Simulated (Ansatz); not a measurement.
# How BN absorbs and reflects light, part 2 of 2

Wanted: where BN starts to absorb, how strongly, and its refractive index. The cell comes from an older database entry, whose edges can differ from later determinations, mostly by under a per cent.

Ansatz 0.2.0; DFT, PBE, plane-wave PAW, default files, scalar-relativistic, independent-particle optical response without local fields.

So far. Step 2 (Ground state and bands): There is a gap, 4.26 eV on the path, so no carriers' term is needed. The cell is left with a pressure of 5.1 GPa, as it stands unrelaxed at this level.

The database entry behind the starting cell differs from other determinations of this structure, so it need not match the best structure at room temperature.

### Step 3. Spectrum

The spectrum is a sum over vertical transitions between filled and empty bands at the fixed density, so many empty bands are needed.

This step: DFT, PBE, plane-wave PAW, default files, scalar-relativistic, independent-particle optical response without local fields (Ansatz 0.2.0).

input.yaml reads:

```yaml
crystal:
  lattice:
    - [2.49824, 0.0, 0.0]
    - [-1.24912, 2.1635393048, 0.0]
    - [0.0, 0.0, 6.6357]
  atoms:
    - { symbol: "N", position: [0.6666666667, 0.3333333333, 0.25] }
    - { symbol: "N", position: [0.3333333333, 0.6666666667, 0.75] }
    - { symbol: B, position: [0.6666666667, 0.3333333333, 0.75] }
    - { symbol: B, position: [0.3333333333, 0.6666666667, 0.25] }
kpoints:
  mp_grid: { grid: [10, 10, 4] }
scf:
  occupations: { method: fixed }
hamiltonian:
  xc: pbe
  pseudopotentials: { kind: paw }
output:
  optics:
    e_range: [0, 22]
    de: 0.05
    sigma: 0.2
    nscf_kmesh: { grid: [15, 15, 5] }
    bands: { spectra_wanted_up_to: 22 }
```

On the command line:

```sh
$ ansatz run input.yaml --threads 4 --pin off --max-ram 8192MiB --backend cpu --events-out ev --progress --plain --runs-dir out
```

The log of the run:

```text
[...]
Crystal: 4 atoms, lattice volume = 35.866 Å³
Basis set: ecut = 420 eV, 689 PW (Γ)
Bands: 12, of which v1, the nominal top of the filled ones, is band 8 counted from 1 (7 counted from 0)
Symmetry: 24 space group operations
[...]
k-points: 42 of 400
[...]
SCF iter   1: F=—  HF=-1084.800413 eV  |F-HF|=—  |Δ(HF+E_count)|=         —  Δρ=1.47e-3  dr2=2.09e-4  ethr=1.77e-3  ⟨swp⟩=5.1  Hψ=2635  notcnv=0  defer=74
[...]
SCF iter   7: F=-1084.801840 eV  HF=-1084.801840 eV  |F-HF|=2.05e-12  |Δ(HF+E_count)|=  2.24e-10  Δρ=1.45e-7  dr2=6.09e-12  ethr=1.00e-12  ⟨swp⟩=4.7  Hψ=1952  notcnv=0
SCF 1 converged in 7 iterations: F = -1084.801840 eV  dr2 = 6.09e-12
[...]
NSCF: frozen V_eff on 81 k-points
[...]
output.optics: what the bands over the 30 summed would add to eps1, eps2 and the energy-loss function is held between a lower and an upper bound (6 Lanczos steps). eps1, eps2 and their loss function (loss_summed_bands) are given on every row as the summed bands alone make them. Along an axis, on a row where the two bounds hold the loss function to about 1 % of the greater of itself and 0.5 % of |1/eps|, its cell (loss_completed) is given, with the completed eps1 and eps2 that it is formed of (a cell that is left empty reads nan in the table and null in the record). The two bounds hold it so along every axis on all 441 rows up to 22.000 eV. [rest of the remark cut]
SCF converged after 7 iterations
Free energy (F): -1084.801840 eV
[...]
Internal energy: -1084.801840 eV  (E = F + TS)
E sigma→0 (E₀):  -1084.801840 eV
Fermi energy:    4.835877 eV
[...]
--- Band table (eV; the first three rows and the last of 42) ---
  k-point 0: bands = [... 4 lower, 3.4723, 3.4723, 3.5094, 3.5094, 10.0609, 15.1421, 16.4271, 16.4271]
  k-point 1: bands = [... 4 lower, 3.4778, 3.4778, 3.5036, 3.5036, 10.7628, 14.2440, 16.4450, 16.4450]
  k-point 2: bands = [... 4 lower, 3.4903, 3.4903, 3.4903, 3.4903, 12.4360, 12.4360, 16.4878, 16.4878]
  k-point 41: bands = [... 4 lower, -2.0371, -2.0371, 4.6026, 4.6026, 9.6099, 9.6099, 16.9732, 16.9732]
```

It took 8.3 s on 4 threads of Arm Neoverse V1, shared host; peak memory 0.58 GiB; 31 s of CPU time.

Numbers from this step:

| Quantity | Value |
| --- | --- |
| electronic dielectric constant ε∞, mean of the axes | 4.232 |
| absorption onset, first axis (α over 10⁴ cm⁻¹, or the direct gap if that lies higher) | 4.691 eV |
| main peak of Im epsilon, first axis | 5.721 eV |
| least direct gap on the mesh | 4.691 eV |
| bands summed | 30 |
| spectra valid up to | 33.29 eV |
| program's estimate of the k-sum error in Im epsilon | 0.15 % |
| electrons in the f-sum | 13.19 |

Table of Im ε by photon energy; read off at these points:

| photon energy (eV) | E ∥ x or y | E ∥ z |
| --- | --- | --- |
| 4.00 | 0 | 0 |
| 4.50 | 0.684 | 0.170 |
| 5.00 | 6.84 | 1.34 |
| 5.50 | 11.0 | 1.08 |
| 5.70 | 13.6 | 0.970 |
| 6.00 | 10.4 | 0.821 |
| 6.50 | 4.82 | 0.611 |
| 7.00 | 2.95 | 0.456 |
| 7.50 | 2.00 | 0.366 |
| 8.00 | 1.43 | 0.328 |
| 8.50 | 1.07 | 0.324 |
| 9.00 | 0.841 | 0.374 |
| 9.50 | 0.687 | 2.64 |
| 10.00 | 0.592 | 7.75 |
| 10.50 | 0.539 | 5.53 |
| 11.00 | 0.701 | 4.14 |
| 11.50 | 0.715 | 3.67 |
| 12.00 | 0.660 | 2.41 |
| 12.50 | 0.796 | 1.51 |
| 13.00 | 3.68 | 3.22 |
| 13.50 | 7.88 | 5.84 |
| 13.60 | 7.93 | 5.94 |
| 14.00 | 8.95 | 3.95 |
| 14.15 | 9.35 | 3.40 |
| 14.50 | 7.06 | 2.89 |
| 15.00 | 5.19 | 1.04 |
| 15.50 | 4.14 | 0.880 |
| 16.00 | 3.40 | 0.729 |
| 16.50 | 3.01 | 0.614 |
| 17.00 | 2.85 | 0.576 |
| 17.50 | 2.42 | 0.620 |
| 18.00 | 2.20 | 1.27 |
| 18.50 | 1.89 | 1.43 |
| 19.00 | 1.65 | 1.15 |
| 19.50 | 1.47 | 1.17 |
| 20.00 | 1.33 | 1.19 |
| 20.50 | 1.20 | 0.977 |
| 21.00 | 1.08 | 0.873 |
| 21.50 | 1.01 | 0.643 |
| 22.00 | 0.798 | 0.465 |

Re ε against photon energy:

| photon energy (eV) | E ∥ x or y | E ∥ z |
| --- | --- | --- |
| 0.0 | 4.84 | 3.02 |
| 0.5 | 4.86 | 3.02 |
| 1.0 | 4.92 | 3.04 |
| 1.5 | 5.02 | 3.07 |
| 2.0 | 5.19 | 3.11 |
| 2.5 | 5.43 | 3.16 |
| 3.0 | 5.80 | 3.24 |
| 3.5 | 6.38 | 3.36 |
| 4.0 | 7.44 | 3.57 |
| 4.5 | 10.7 | 4.22 |
| 5.0 | 10.1 | 3.67 |
| 5.5 | 8.40 | 3.14 |
| 6.0 | -1.46 | 3.03 |
| 6.5 | -1.89 | 3.09 |
| 7.0 | -0.845 | 3.26 |
| 7.5 | -0.113 | 3.54 |
| 8.0 | 0.475 | 3.92 |
| 8.5 | 0.973 | 4.49 |
| 9.0 | 1.41 | 5.58 |
| 9.5 | 1.82 | 8.49 |
| 10.0 | 2.23 | 4.52 |
| 10.5 | 2.69 | 1.44 |
| 11.0 | 3.14 | 0.965 |
| 11.5 | 3.50 | 0.744 |
| 12.0 | 4.22 | 0.334 |
| 12.5 | 5.58 | 1.73 |
| 13.0 | 8.77 | 3.65 |
| 13.5 | 5.46 | 1.27 |
| 14.0 | 3.00 | -1.50 |
| 14.5 | -1.11 | -1.85 |
| 15.0 | -1.29 | -1.11 |
| 15.5 | -1.31 | -0.395 |
| 16.0 | -1.20 | -0.0549 |
| 16.5 | -0.956 | 0.265 |
| 17.0 | -1.03 | 0.598 |
| 17.5 | -1.06 | 0.928 |
| 18.0 | -0.959 | 1.38 |
| 18.5 | -1.02 | 0.524 |
| 19.0 | -0.881 | 0.591 |
| 19.5 | -0.790 | 0.585 |
| 20.0 | -0.708 | 0.453 |
| 20.5 | -0.647 | 0.35 |
| 21.0 | -0.582 | 0.382 |
| 21.5 | -0.519 | 0.341 |
| 22.0 | -0.554 | 0.538 |

Values under 1 per cm are given as 1. Table of absorption coefficient by photon energy:

| photon energy (eV) | E ∥ x or y (1/cm) | E ∥ z (1/cm) |
| --- | --- | --- |
| 0 | 1 | 1 |
| 1 | 1 | 1 |
| 2 | 1 | 1 |
| 3 | 1 | 1 |
| 4 | 1 | 1 |
| 5 | 5.2e5 | 1.7e5 |
| 6 | 1.5e6 | 1.4e5 |
| 7 | 9.9e5 | 89379 |
| 8 | 5.8e5 | 67086 |
| 9 | 3.1e5 | 72153 |
| 10 | 2.0e5 | 1.5e6 |
| 11 | 2.2e5 | 1.4e6 |
| 12 | 1.9e5 | 1.2e6 |
| 13 | 8.0e5 | 1.0e6 |
| 14 | 2.5e6 | 2.4e6 |
| 15 | 2.8e6 | 1.7e6 |
| 16 | 2.5e6 | 1.0e6 |
| 17 | 2.5e6 | 5.9e5 |
| 18 | 2.4e6 | 9.1e5 |
| 19 | 2.3e6 | 1.1e6 |
| 20 | 2.1e6 | 1.3e6 |
| 21 | 2.0e6 | 1.1e6 |
| 22 | 1.9e6 | 6.6e5 |

The loss function −Im 1/ε at q → 0 has structure finer than the step of the table below, so its rows give means over 0.5 eV. Peaks (eV: height): E ∥ x or y 8.05: 0.629; E ∥ z 12.15: 0.463, 16.25: 1.47, 21.50: 1.21.

Table of loss function −Im 1/ε at q → 0 by energy loss; means over each step:

| energy loss (eV) | E ∥ x or y | E ∥ z |
| --- | --- | --- |
| 4.0 | 1.0e-5 | 1.4e-5 |
| 4.5 | 0.00901 | 0.0159 |
| 5.0 | 0.0442 | 0.0832 |
| 5.5 | 0.0590 | 0.0972 |
| 6.0 | 0.0959 | 0.0832 |
| 6.5 | 0.181 | 0.0619 |
| 7.0 | 0.316 | 0.0423 |
| 7.5 | 0.497 | 0.0291 |
| 8.0 | 0.616 | 0.0213 |
| 8.5 | 0.509 | 0.0161 |
| 9.0 | 0.315 | 0.0125 |
| 9.5 | 0.184 | 0.0347 |
| 10.0 | 0.113 | 0.0971 |
| 10.5 | 0.0733 | 0.169 |
| 11.0 | 0.0663 | 0.227 |
| 11.5 | 0.0555 | 0.267 |
| 12.0 | 0.0366 | 0.399 |
| 12.5 | 0.0253 | 0.294 |
| 13.0 | 0.0418 | 0.142 |
| 13.5 | 0.0847 | 0.163 |
| 14.0 | 0.102 | 0.222 |
| 14.5 | 0.138 | 0.252 |
| 15.0 | 0.181 | 0.464 |
| 15.5 | 0.219 | 0.944 |
| 16.0 | 0.262 | 1.35 |
| 16.5 | 0.300 | 1.35 |
| 17.0 | 0.313 | 0.856 |
| 17.5 | 0.348 | 0.498 |
| 18.0 | 0.381 | 0.376 |
| 18.5 | 0.412 | 0.601 |
| 19.0 | 0.472 | 0.688 |
| 19.5 | 0.528 | 0.684 |
| 20.0 | 0.587 | 0.743 |
| 20.5 | 0.647 | 0.901 |
| 21.0 | 0.720 | 0.980 |
| 21.5 | 0.778 | 1.17 |

Table of reflectivity at normal incidence by photon energy; read off at these points:

| photon energy (eV) | E ∥ x or y (%) | E ∥ z (%) |
| --- | --- | --- |
| 0.00 | 14.1 | 7.26 |
| 0.50 | 14.1 | 7.28 |
| 1.00 | 14.3 | 7.34 |
| 1.50 | 14.7 | 7.45 |
| 2.00 | 15.2 | 7.61 |
| 2.50 | 16.0 | 7.85 |
| 3.00 | 17.1 | 8.18 |
| 3.50 | 18.7 | 8.67 |
| 4.00 | 21.5 | 9.49 |
| 4.50 | 28.4 | 11.9 |
| 5.00 | 32.8 | 11.5 |
| 5.50 | 38.0 | 9.16 |
| 6.00 | 46.0 | 8.18 |
| 6.10 | 46.1 | 8.09 |
| 6.50 | 41.3 | 8.02 |
| 7.00 | 31.7 | 8.51 |
| 7.50 | 21.4 | 9.51 |
| 8.00 | 11.5 | 10.9 |
| 8.50 | 5.34 | 12.9 |
| 9.00 | 3.35 | 16.5 |
| 9.50 | 3.54 | 25.3 |
| 10.00 | 4.65 | 31.5 |
| 10.50 | 6.34 | 27.9 |
| 11.00 | 8.38 | 23.9 |
| 11.50 | 9.74 | 22.6 |
| 12.00 | 12.3 | 18.7 |
| 12.50 | 16.7 | 7.47 |
| 13.00 | 27.0 | 17.4 |
| 13.50 | 31.7 | 29.4 |
| 14.00 | 35.3 | 38.2 |
| 14.35 | 40.6 | 37.5 |
| 14.50 | 40.2 | 42.7 |
| 14.80 | 38.6 | 52.3 |
| 15.00 | 38.1 | 47.1 |
| 15.50 | 36.9 | 29.6 |
| 16.00 | 35.5 | 19.6 |
| 16.50 | 32.9 | 9.95 |
| 17.00 | 33.7 | 3.98 |
| 17.50 | 34.4 | 2.28 |
| 18.00 | 33.4 | 5.98 |
| 18.50 | 35.4 | 11.0 |
| 19.00 | 34.2 | 8.30 |
| 19.50 | 33.6 | 8.49 |
| 20.00 | 33.0 | 10.1 |
| 20.50 | 32.8 | 10.0 |
| 21.00 | 32.5 | 8.90 |
| 21.50 | 31.6 | 8.33 |
| 22.00 | 36.7 | 3.96 |

At chosen wavelengths:

| wavelength (nm) | n xy | k xy | R (%) xy | 1/α xy | n z | k z | R (%) z | 1/α z |
| --- | --- | --- | --- | --- | --- | --- | --- | --- |
| 1550 | 2.21 | 0.000 | 14.2 | over 1 mm | 1.74 | 0.000 | 7.3 | over 1 mm |
| 1064 | 2.22 | 0.000 | 14.4 | over 1 mm | 1.75 | 0.000 | 7.4 | over 1 mm |
| 633 | 2.27 | 0.000 | 15.1 | over 1 mm | 1.76 | 0.000 | 7.6 | over 1 mm |
| 532 | 2.31 | 0.000 | 15.7 | over 1 mm | 1.77 | 0.000 | 7.8 | over 1 mm |
| 405 | 2.42 | 0.000 | 17.2 | over 1 mm | 1.80 | 0.000 | 8.2 | over 1 mm |
| 365 | 2.50 | 0.000 | 18.3 | over 1 mm | 1.83 | 0.000 | 8.5 | over 1 mm |
| 248 | 3.34 | 1.025 | 32.8 | 19 nm | 1.95 | 0.343 | 11.5 | 58 nm |

Rows near the edge hang on the gap, which this functional as a rule makes too small, and phonon-assisted absorption over an indirect gap is left out.

Through 1 µm of it, D65 light comes out colourless (x = 0.314, y = 0.331; 77 % transmitted).

At 1064 nm the birefringence n(z) − n(x) is -0.479: the crystal is uniaxial negative at this level.

The first strong peak, at 5.72 eV, fits the second-highest filled and the lowest empty band, which run nearly parallel at that distance over 78 % of L–M; the match rests on energies alone.

The f-sum over the summed bands holds 13.2 of the cell's 16 electrons outside the frozen cores, 4 of which lie in bands more than 12 eV below the Fermi level, whose transitions come at higher energies. Up to 22 eV the strength has a mean oscillator energy of 10.5 eV, well above the main peak, so higher transitions carry much of it.

### Step 4. Static response with local fields

A static field by perturbation theory: the induced potential is included, and the Born charges come with it.

This step: DFT, PBE, plane-wave PAW, default files, scalar-relativistic, static field response by perturbation theory with local fields (Ansatz 0.2.0).

Changes to input.yaml since step 3:

```diff
@@ -17,8 +17,2 @@
   pseudopotentials: { kind: paw }
-output:
-  optics:
-    e_range: [0, 22]
-    de: 0.05
-    sigma: 0.2
-    nscf_kmesh: { grid: [15, 15, 5] }
-    bands: { spectra_wanted_up_to: 22 }
+dielectric: {}
```

The log of the run:

```text
[...]
Crystal: 4 atoms, lattice volume = 35.866 Å³
Basis set: ecut = 420 eV, 689 PW (Γ), exchange–correlation on 36×36×96 points (8 copies of the dense FFT grid, shifted against one another)
Bands: 12, of which v1, the nominal top of the filled ones, is band 8 counted from 1 (7 counted from 0)
Symmetry: 24 space group operations
k-points: 117 of 400 (irreducible under 2 space group operations, time reversal used)
[...]
SCF iter   1: F=—  HF=-1084.800401 eV  |F-HF|=—  |Δ(HF+E_count)|=         —  Δρ=1.47e-3  dr2=2.09e-4  ethr=1.77e-3  ⟨swp⟩=5.1  Hψ=7363  notcnv=0  defer=211
[...]
SCF iter   6: F=-1084.801825 eV  HF=-1084.801825 eV  |F-HF|=1.72e-10  |Δ(HF+E_count)|=   7.95e-9  Δρ=6.10e-7  dr2=8.12e-11  ethr=1.00e-12  ⟨swp⟩=2.9  Hψ=6276  notcnv=0
SCF 1 converged in 6 iterations: F = -1084.801825 eV  dr2 = 8.12e-11
[...]
DFPT response loops at Γ: preconditioner auto → Resta (q_TF=auto, 2.385 Å⁻¹)  ε∞=3.8 (no band partly filled); β = 1.00, the filter's whole step (`scf.mixing.beta` (0.50) is not read by the response loops at its default; to damp them type it under 1.00, their step now; it binds the ground state too); Broyden in place of MSR1
── the response to a field inside a basis, on 10×10×4 k-points: an SCF that follows is theirs, and a resumed run solves both again ──
Bands: 9, of which v1, the nominal top of the filled ones, is band 8 counted from 1 (7 counted from 0)
k-points: 60 of 400 (irreducible under 8 space group operations)
[...]
Eigensolver: Dense (60 Hₖ)
SCF iter   1: F=—  HF=-1084.806169 eV  |F-HF|=—  |Δ(HF+E_count)|=         —  Δρ=3.74e-4  dr2=7.02e-6  ethr=1.00e-1
[...]
SCF iter   4: F=-1084.806180 eV  HF=-1084.806180 eV  |F-HF|=2.55e-9  |Δ(HF+E_count)|=   3.31e-8  Δρ=6.14e-6  dr2=4.62e-9  ethr=3.73e-9
SCF 1 converged in 4 iterations: F = -1084.806180 eV  dr2 = 4.62e-9
[...]
SCF converged after 6 iterations
Free energy (F): -1084.801825 eV
[...]
Internal energy: -1084.801825 eV  (E = F + TS)
E sigma→0 (E₀):  -1084.801825 eV
Fermi energy:    4.835875 eV
[...]
--- Band table (eV; the first three rows and the last of 117) ---
  k-point 0: bands = [... 4 lower, 3.4722, 3.4722, 3.5094, 3.5094, 10.0608, 15.1420, 16.4271, 16.4271]
  k-point 1: bands = [... 4 lower, 3.4778, 3.4778, 3.5035, 3.5035, 10.7627, 14.2440, 16.4450, 16.4450]
  k-point 2: bands = [... 4 lower, 3.4903, 3.4903, 3.4903, 3.4903, 12.4359, 12.4359, 16.4878, 16.4878]
  k-point 116: bands = [... 4 lower, -0.8565, -0.8096, 3.2269, 4.1328, 10.2426, 10.7479, 15.8706, 17.3299]
--- Dielectric response (ions clamped): 3 representative field directions + reference, inside a basis on a mesh of 400 k-points (Σ response iterations 12) ---
  ε∞ (high-frequency dielectric tensor):
        4.740865     0.000000    -0.000000
        0.000000     4.740865     0.000000
       -0.000000     0.000000     2.688714
  Born effective charges Z* (e; rows j = field, columns β = displacement):
    site 0:
        -2.71124   -0.00000   -0.00000
        -0.00000   -2.71124   -0.00000
        -0.00000   -0.00000   -0.74390
    site 1:
        -2.71124    0.00000   -0.00000
        -0.00000   -2.71124   -0.00000
        -0.00000   -0.00000   -0.74390
    site 2:
         2.71124   -0.00000    0.00000
         0.00000    2.71124    0.00000
         0.00000    0.00000    0.74390
    site 3:
         2.71124   -0.00000    0.00000
         0.00000    2.71124    0.00000
         0.00000    0.00000    0.74390
  Z* charge neutrality: 2.068e-3 e pre-enforcement
  solved inside a basis spanned on kpoints, on 10×10×4 k-points, its susceptibility summed on 18×18×6: ε∞ is read to err by 1.3e-2, Z* by 9.9e-3 e (field_mesh: kpoints solves on kpoints); Z* is corrected for what the basis lacks
```

It took 14 s on 4 threads; peak memory 0.47 GiB.

Read-outs:

- electronic dielectric constant ε∞, mean of the axes: 4.057

ε∞ with local fields:

```
4.74 0.00 0.00
0.00 4.74 0.00
0.00 0.00 2.69
```

Diagonal elements. Born, by row:

| atom | Z*xx (e) | Z*yy (e) | Z*zz (e) |
| --- | --- | --- | --- |
| N1 | -2.711 | -2.711 | -0.744 |
| N2 | -2.711 | -2.711 | -0.744 |
| B3 | 2.711 | 2.711 | 0.744 |
| B4 | 2.711 | 2.711 | 0.744 |

Mean Born charges are N -2.06 and B +2.06, against formal valences of -3 and +3. They are far from isotropic: N has -2.71, -2.71 and -0.74 along x, y and z.

### Step 5. Results

| Property | Result |
| --- | --- |
| gap on the path | 4.26 eV |
| least direct gap on the path | 4.66 eV |
| electronic dielectric constant ε∞, mean of the axes (independent particles) | 4.23 |
| absorption onset, first axis (α over 10⁴ cm⁻¹, or the direct gap if that lies higher) | 4.69 eV |
| main peak of Im epsilon, first axis | 5.72 eV |
| electronic dielectric constant ε∞, mean of the axes (static response with local fields) | 4.06 |

At this level (PBE, independent particles) BN has a mean ε∞ = 4.23 (4.06 with local fields) and n = 2.21 at 1550 nm (E ∥ x); absorption sets in near 4.7 eV, and Im ε peaks at 5.7 eV (E ∥ x). The gap is indirect (4.26 eV), so absorption without phonons can begin only at the direct gap of 4.66 eV. Lines 0.2 eV wide carry a tail of absorption under the direct gap, past the threshold already at 4.39 eV. Absorption is strong from the direct gap on, 4.69 eV, in the ultraviolet, so the visible is passed. Im ε has its chief maxima at 5.72 eV (14) and 14.14 eV (9.4) for E ∥ x or y. The first strong peak, at 5.72 eV, fits the second-highest filled and the lowest empty band, which run nearly parallel at that distance over 78 % of L–M; the match rests on energies alone. Through 1 µm of it, D65 light comes out colourless (x = 0.314, y = 0.331; 77 % transmitted). At 1064 nm the birefringence n(z) − n(x) is -0.479: the crystal is uniaxial negative at this level. In the base spectrum excitons and phonon-assisted transitions are missing, and so are local fields; PBE gaps are as a rule too small, which pulls the onset down and ε∞ up. In the base run ε includes the program's bounded estimate of what the bands above those summed add.

[Long decimals in the printed logs are rounded to 6 places.]

[Logs are printed without paths, hosts, clocks, repeated set-up lines and the standing remarks that a program may print on its own settings, such as how far it seeks lower states.]

[Hosts, paths, dates, database ids (printed as entryN), source tags and the programs' standing remarks are cut or masked in the printed files.]

[Where the starting crystal was built by hand or by swapping elements, it need not be the compound's stable phase.]

[The count of steps not shown may lack steps that the program refused or didn't finish.]
